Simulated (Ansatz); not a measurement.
# Sensitivity of the G0W0 gap of CO2 (Pa-3)

A base run on CO2 (Pa-3), then changed inputs.

Calculated with Ansatz 0.2.0; G0W0 on PBE, plane waves, PAW; PAW set soft_1.

## 1. Set-up

It takes space group Pa-3 (No. 205, cubic). The conventional cell has a = 5.497 Å, b = 5.497 Å, c = 5.497 Å, α = 90.00°, β = 90.00°, γ = 90.00°. C has 2 O at 1.17 Å nearest. Nearest to O lie 1 C at 1.17 Å. Farther neighbours and most contacts between anions are not listed.

Structure file:

```cif
data_structure
_symmetry_space_group_name_H-M 'P 1'
_symmetry_Int_Tables_number 1
_cell_length_a 5.4971
_cell_length_b 5.4971
_cell_length_c 5.4971
_cell_angle_alpha 90.000
_cell_angle_beta 90.000
_cell_angle_gamma 90.000
_cell_volume 166.11
loop_
_atom_site_label
_atom_site_type_symbol
_atom_site_fract_x
_atom_site_fract_y
_atom_site_fract_z
_atom_site_occupancy
C1 C 0.00000 0.00000 0.00000 1
C2 C 0.50000 0.00000 0.50000 1
C3 C 0.50000 0.50000 0.00000 1
C4 C 0.00000 0.50000 0.50000 1
O5 O 0.12254 0.12254 0.12254 1
O6 O 0.37746 0.87746 0.62254 1
O7 O 0.62254 0.37746 0.87746 1
O8 O 0.87746 0.62254 0.37746 1
O9 O 0.87746 0.87746 0.87746 1
O10 O 0.62254 0.12254 0.37746 1
O11 O 0.37746 0.62254 0.12254 1
O12 O 0.12254 0.37746 0.62254 1
```

The cell and positions are those that the Materials Project relaxed with its own functionals (PBE, PBE+U or r2SCAN), kept fixed.

## 2. The base run: 2×2×2 mesh, 377 empty bands, screening to 100 eV, PAW set soft_1 files

G0W0 replaces the xc potential by the self-energy, built once from these orbitals. Only a window of levels is corrected, while the sums run over the empty bands that the input names. This step takes PAW set soft_1 files.

File input.yaml:

```yaml
crystal:
  lattice:
    - [5.49707328, 0.0, 0.0]
    - [0.0, 5.49707328, 0.0]
    - [0.0, 0.0, 5.49707328]
  atoms:
    - { symbol: C, position: [0.0, 0.0, 0.0] }
    - { symbol: C, position: [0.5, 0.0, 0.5] }
    - { symbol: C, position: [0.5, 0.5, 0.0] }
    - { symbol: C, position: [0.0, 0.5, 0.5] }
    - { symbol: O, position: [0.12253698, 0.12253698, 0.12253698] }
    - { symbol: O, position: [0.37746302, 0.87746302, 0.62253698] }
    - { symbol: O, position: [0.62253698, 0.37746302, 0.87746302] }
    - { symbol: O, position: [0.87746302, 0.62253698, 0.37746302] }
    - { symbol: O, position: [0.87746302, 0.87746302, 0.87746302] }
    - { symbol: O, position: [0.62253698, 0.12253698, 0.37746302] }
    - { symbol: O, position: [0.37746302, 0.62253698, 0.12253698] }
    - { symbol: O, position: [0.12253698, 0.37746302, 0.62253698] }
kpoints:
  mp_grid: { grid: [2, 2, 2] }
hamiltonian:
  xc: pbe
  pseudopotentials: { kind: paw, azcp: { folder: soft_1 } }
scf:
  occupations: { method: fixed }
gw:
  n_empty_bands: 377
  ecut_chi: 100
  qp_bands: [v4, c4]
  qp_kpoints: band_edges
  screening: { model: contour_deformation }
```

The run is started by

```bash
> ansatz run input.yaml --threads 4 --pin off --max-ram 138240MiB --backend cuda --events-out ev --progress --plain --runs-dir out --devices 1 --max-vram 26GiB
```

Numbers of over 12 decimals in the logs are rounded to 6 here.

The log of the run:

```text
GPUs: using 1 of 1 available (devices: 1).
Engine: ansatz 0.2.0, x86_64-unknown-linux-gnu
Pseudopotentials: kind: paw
Pseudopotential: C, paw, valence charge 4, recommended cutoff 420 eV (normal), soft_1/C.paw.azcp
Pseudopotential: O, paw, valence charge 6, recommended cutoff 420 eV (normal), soft_1/O.paw.azcp
Functional definition: PBE
  parameter kappa = 0.804
  parameter beta = 0.066725
  exchange = pbe_x(kappa = kappa, mu = beta*pi^2/3)
  correlation = pbe_c(beta = beta)
device memory: the entry about to start is reckoned to put 3.1 GiB on a device that reports 60.3 GiB free (of which the cap on the GPU budget leaves the run 26.0 GiB)
GPU FFT provider: cuFFT
GPU libraries: cuBLAS 13.8.2, cuFFT 12.4.0, cuSOLVER 12.3.4
Crystal: 12 atoms, lattice volume = 166.110 Å³
Basis set: ecut = 420 eV, 3239 PW (Γ)
Bands: 44, of which v1, the nominal top of the filled ones, is band 32 counted from 1 (31 counted from 0)
Symmetry: 24 space group operations
Space group: Pa-3 (ITA 205), of the structure as read, at distance tolerance 5.5e-5 Å
k-points: 4 of 8
Non-local potential: C, projectors of the file, l = 0: 2, l = 1: 2, l = 2: 1
Non-local potential: O, projectors of the file, l = 0: 2, l = 1: 2, l = 2: 1
PAW form: soft (Blöchl's): semilocal exchange-correlation on the pseudo side does not see the compensation charge
PAW one-centre angular grid: C, 110 points (default); XC on 64 Gauss nodes
PAW one-centre angular grid: O, 110 points (default); XC on 64 Gauss nodes
Initial density: superposition of atomic densities (chi_scale 0.1, normalization cell, long waves kept (reshape's long-wave potential 0.02 eV rms))
Initial wavefunctions: pseudopotential atomic-orbital guess
GPU buffer pool allocated for 64000 grid points (all kernels)
GPU transforms: local potential and band sums: pruned to the plane-wave sphere, on 40×40×40
Functional: x = pbe(κ = 0.804, μ = 0.219515), c = pbe(β = 0.066725)
SCF iter   1: F=—  HF=-5543.038948 eV  |F-HF|=—  |Δ(HF+E_count)|=         —  Δρ=1.00e-1  dr2=1.20e1  ethr=3.10e-3  ⟨swp⟩=4.2  Hψ=617  notcnv=0  defer=21
preconditioner: auto → Resta (q_TF=auto, 2.327 Å⁻¹)  ε∞=2.9  [insulator: Δε(μ)=7.892 eV  Ē_g=16.635 eV  n_scr=32 (ndim 8)  ℏωp=23.0 eV  f_vac=0.064  ε∞_Penn≈2.9]
SCF iter   2: F=—  HF=-5539.931956 eV  |F-HF|=—  |Δ(HF+E_count)|=    3.11e0  Δρ=4.22e-2  dr2=1.60e0  ethr=3.10e-3  ⟨swp⟩=3.0  Hψ=378  notcnv=0  defer=27
SCF iter   3: F=—  HF=-5539.569099 eV  |F-HF|=—  |Δ(HF+E_count)|=   3.63e-1  Δρ=1.69e-2  dr2=3.48e-1  ethr=2.50e-3  ⟨swp⟩=2.2  Hψ=273  notcnv=0  defer=26
SCF iter   4: F=—  HF=-5539.514932 eV  |F-HF|=—  |Δ(HF+E_count)|=   5.42e-2  Δρ=4.24e-3  dr2=1.35e-2  ethr=5.43e-4  ⟨swp⟩=2.2  Hψ=302  notcnv=0  defer=34
[...]
NSCF: frozen V_eff on 4 k-points
G₀W₀ screening: q 1/4
[... further progress lines ...]
SCF converged after 8 iterations
Free energy (F): -5539.521743 eV
Harris-Foulkes:  -5539.521743 eV  (|F-HF|=4.72e-9)
Internal energy: -5539.521743 eV  (E = F + TS)
E sigma→0 (E₀):  -5539.521743 eV
Fermi energy:    -1.652434 eV
--- Per-component energies (eV) ---
  E_band       = -568.666331
  E_kinetic    = 1681.072949
  E_local      = -4595.341505  (includes V_loc(G=0)·N_el)
  E_nonlocal   = 519.619979
  E_hartree    = 1573.012233
  E_xc         = -744.552333
  E_vxc        = -939.597522  (∫ρ·V_xc dr)
  E_paw        = -1703.663353  (= ΣΔE_a)
  E_vpaw       = -380.462503  (= ΣTr[D̂ρ^β])
  E_aug_tail   = 0.006180  (compensation charges beyond the density's cutoff)
  E_ewald      = -2269.675893
  E_smearing   = -0.000000  (= −TS)
  E_closure    = -0.000000  (closes the sum)
  Σ components = -5539.521743   (vs F -5539.521743, Δ=0.00e0)
--- Band table (eV) ---
  k-point 0: bands = [... 28 lower, -1.8780, -1.8780, -1.6524, -1.6524, 5.2187, 6.3073, 6.3073, 6.3073, ... 8 higher]
  k-point 1: bands = [... 28 lower, -1.9944, -1.9944, -1.7345, -1.7345, 6.2460, 6.2460, 6.5003, 6.5003, ... 8 higher]
  k-point 2: bands = [... 28 lower, -1.9627, -1.9627, -1.9627, -1.9627, 6.2455, 6.2455, 6.2455, 6.2455, ... 8 higher]
  k-point 3: bands = [... 28 lower, -2.0138, -2.0138, -2.0138, -2.0138, 6.2345, 6.2345, 6.2345, 6.2345, ... 8 higher]
--- G₀W₀: contour deformation, 5 samples at zero and on the imaginary axis and 0 off it, 8 q-points, 377 empty bands' worth ---
  eigenvalues of the whole cell's RPA ε∞ on this k-mesh (on a slab, of 1 + 4πα/V) = 1.9492, 1.9492, 1.9492; static W/v taken at q = 0 is 0.513030
  bands read: the sum over 409 bands ends inside a degenerate multiplet in 3 slots, whose members it reads at an even weight; the widest, k=2: bands 409 to 412 (counted from 1) at 1/4 each
  gw.qp_kpoints: band_edges: 4 of 4 stored k-points solved, in 1 pass; an edge of the gap read off the rows below is read off those points alone
    ik  band        ε_KS         Σx   Σc(E_QP)       V_xc       Z   E_QP_lin       E_QP  E_QP is
     0    29     -1.8780   -25.8760     3.3898   -20.4142  0.8182    -3.9823    -3.9499  root
     0    30     -1.8780   -25.8760     3.3898   -20.4142  0.8182    -3.9823    -3.9499  root
     0    31     -1.6524   -26.2247     3.3681   -20.8407  0.8180    -3.6980    -3.6682  root
     0    32     -1.6524   -26.2247     3.3681   -20.8407  0.8180    -3.6980    -3.6682  root
     0    33      5.2187    -6.4686    -3.2584   -11.2590  0.8798     6.7626     6.7507  root
     0    34      6.3073   -11.0059    -3.2010   -17.3055  0.8422     9.4652     9.4059  root
     0    35      6.3073   -11.0059    -3.2010   -17.3055  0.8422     9.4652     9.4059  root
     0    36      6.3073   -11.0059    -3.2010   -17.3055  0.8422     9.4652     9.4059  root
[...]
3    33      6.2345   -10.8974    -3.1843   -17.1563  0.8429     9.3668     9.3091  root
     3    34      6.2345   -10.8974    -3.1843   -17.1563  0.8429     9.3668     9.3091  root
     3    35      6.2345   -10.8974    -3.1843   -17.1563  0.8429     9.3668     9.3091  root
     3    36      6.2345   -10.8974    -3.1843   -17.1563  0.8429     9.3668     9.3091  root
```

The job ended after 8.1 s (1 × NVIDIA H100 80GB HBM3 (shared by 3 runs) with 4 threads of AMD EPYC 7R13 (Zen 3), shared host; peak memory 1.1 GiB).

In the SCF lines HF is the Harris–Foulkes energy and dr2 the Hartree energy of the density residual, in eV; the loop may stop once dr2 is under the threshold and the program's other checks hold. Hψ counts applications of the Hamiltonian.

This step gave:

```
bands summed                                 : 409
RPA ε∞ on this mesh (eigenvalues)            : 1.949, 1.949, 1.949
plane waves in the screening matrix          : 389
q-points in the mesh                         : 8
G0W0 gap on the mesh                         : 10.42 eV
k of the valence top                         : 0, 0, 0
k of the conduction bottom                   : 0, 0, 0
starting gap on the mesh                     : 6.871 eV
Z at the valence top                         : 0.8180
Z at the conduction bottom                   : 0.8798
least direct G0W0 gap on the computed points : 10.42 eV
```

The gap on the mesh goes from 6.87 eV to 10.42 eV, a correction of +3.55 eV. Between the two edge states, bare exchange in place of the xc potential would open the gap by 10.17 eV, and correlation takes back 6.63 eV.

## 3. Variant: low screening cutoff

input.yaml: that of step 2 with these lines changed.

```diff
@@ -26,4 +26,4 @@
 gw:
-  n_empty_bands: 377
-  ecut_chi: 100
+  n_empty_bands: 495
+  ecut_chi: 55
   qp_bands: [v4, c4]
```

The log of the run:

```text
GPUs: using 1 of 1 available (devices: 1).
[...]
GPU FFT provider: cuFFT
GPU libraries: cuBLAS 13.8.2, cuFFT 12.4.0, cuSOLVER 12.3.4
Crystal: 12 atoms, lattice volume = 166.110 Å³
Basis set: ecut = 420 eV, 3239 PW (Γ)
Bands: 44, of which v1, the nominal top of the filled ones, is band 32 counted from 1 (31 counted from 0)
[... 1 set-up line as in the run before ...]
[...]
k-points: 4 of 8
[...]
GPU buffer pool allocated for 64000 grid points (all kernels)
[...]
SCF iter   1: F=—  HF=-5543.038948 eV  |F-HF|=—  |Δ(HF+E_count)|=         —  Δρ=1.00e-1  dr2=1.20e1  ethr=3.10e-3  ⟨swp⟩=4.2  Hψ=617  notcnv=0  defer=21
[...]
SCF iter   8: F=-5539.521743 eV  HF=-5539.521743 eV  |F-HF|=4.72e-9  |Δ(HF+E_count)|=   1.37e-7  Δρ=5.57e-6  dr2=3.36e-8  ethr=1.56e-10  ⟨swp⟩=9.2  Hψ=870  notcnv=0
SCF 1 converged in 8 iterations: F = -5539.521743 eV  dr2 = 3.36e-8
[...]
NSCF: frozen V_eff on 4 k-points
[...]
G₀W₀ screening: q 1/4
[... further progress lines ...]
SCF converged after 8 iterations
Free energy (F): -5539.521743 eV
[...]
Internal energy: -5539.521743 eV  (E = F + TS)
E sigma→0 (E₀):  -5539.521743 eV
Fermi energy:    -1.652434 eV
[...]
--- Band table (eV) ---
  k-point 0: bands = [... 28 lower, -1.8780, -1.8780, -1.6524, -1.6524, 5.2187, 6.3073, 6.3073, 6.3073, ... 8 higher]
  k-point 1: bands = [... 28 lower, -1.9944, -1.9944, -1.7345, -1.7345, 6.2460, 6.2460, 6.5003, 6.5003, ... 8 higher]
  k-point 2: bands = [... 28 lower, -1.9627, -1.9627, -1.9627, -1.9627, 6.2455, 6.2455, 6.2455, 6.2455, ... 8 higher]
  k-point 3: bands = [... 28 lower, -2.0138, -2.0138, -2.0138, -2.0138, 6.2345, 6.2345, 6.2345, 6.2345, ... 8 higher]
[...]
0    29     -1.8780   -25.8760     3.4174   -20.4142  0.8266    -3.9543    -3.9223  root
     0    30     -1.8780   -25.8760     3.4174   -20.4142  0.8266    -3.9543    -3.9223  root
     0    31     -1.6524   -26.2247     3.4007   -20.8407  0.8267    -3.6648    -3.6356  root
     0    32     -1.6524   -26.2247     3.4007   -20.8407  0.8267    -3.6648    -3.6356  root
     0    33      5.2187    -6.4686    -3.3786   -11.2590  0.8824     6.6407     6.6305  root
     0    34      6.3073   -11.0059    -3.1626   -17.3055  0.8503     9.5059     9.4443  root
     0    35      6.3073   -11.0059    -3.1626   -17.3055  0.8503     9.5059     9.4443  root
     0    36      6.3073   -11.0059    -3.1626   -17.3055  0.8503     9.5059     9.4443  root
[...]
3    33      6.2345   -10.8974    -3.1459   -17.1563  0.8509     9.4073     9.3475  root
     3    34      6.2345   -10.8974    -3.1459   -17.1563  0.8509     9.4073     9.3475  root
     3    35      6.2345   -10.8974    -3.1459   -17.1563  0.8509     9.4073     9.3475  root
     3    36      6.2345   -10.8974    -3.1459   -17.1563  0.8509     9.4073     9.3475  root
```

It took 7.1 s on 1 × NVIDIA H100 80GB HBM3 (shared by 3 runs) with 4 threads; peak memory 1.2 GiB.

Against the base:

```
              setting  base  variant
          empty bands   377      495
screening cutoff (eV)   100       55
```

```
                                    quantity  variant    base
                    starting gap on the mesh    6.871   6.871
                        G0W0 gap on the mesh   10.266  10.419
least direct G0W0 gap on the computed points   10.266  10.419
                        Z at the valence top    0.827   0.818
                  Z at the conduction bottom    0.882   0.880
```

## 4. Summary of results

| Quantity | Value |
| --- | --- |
| base | 10.42 eV, 8.1 s |
| low screening cutoff | 10.27 eV, 7.1 s |

What this shows: Low screening cutoff: the gap moves by −0.15 eV; such settings are too crude to quote. The variant differs from the base in empty bands and screening cutoff together, so the change can't be laid to one of them. All runs here use a coarse mesh and modest cutoffs; they test settings and are not final values. The 2×2×2 mesh is coarse for this cell (its supercell is 11 Å along the shortest edge). The RPA ε∞ on it, from the PBE start, is 1.95; such meshes misread the long-range screening, most where the gap is narrow.

[Paths, hosts, dates, memory and timing lines, banners, echoed tables and standing remarks are left out of the program output.]

[Logs are printed without paths, hosts, clocks, repeated set-up lines and the standing remarks that a program may print on its own settings, such as how far it seeks lower states.]

[Runs of the session that timed out or met a known fault of the program may be left out.]

[Cells called generated may have been cut or substituted from an entry of the Crystallography Open Database or the Materials Project.]

[Hosts, paths, dates, database ids (printed as entryN), source tags and the programs' standing remarks are cut or masked in the printed files.]
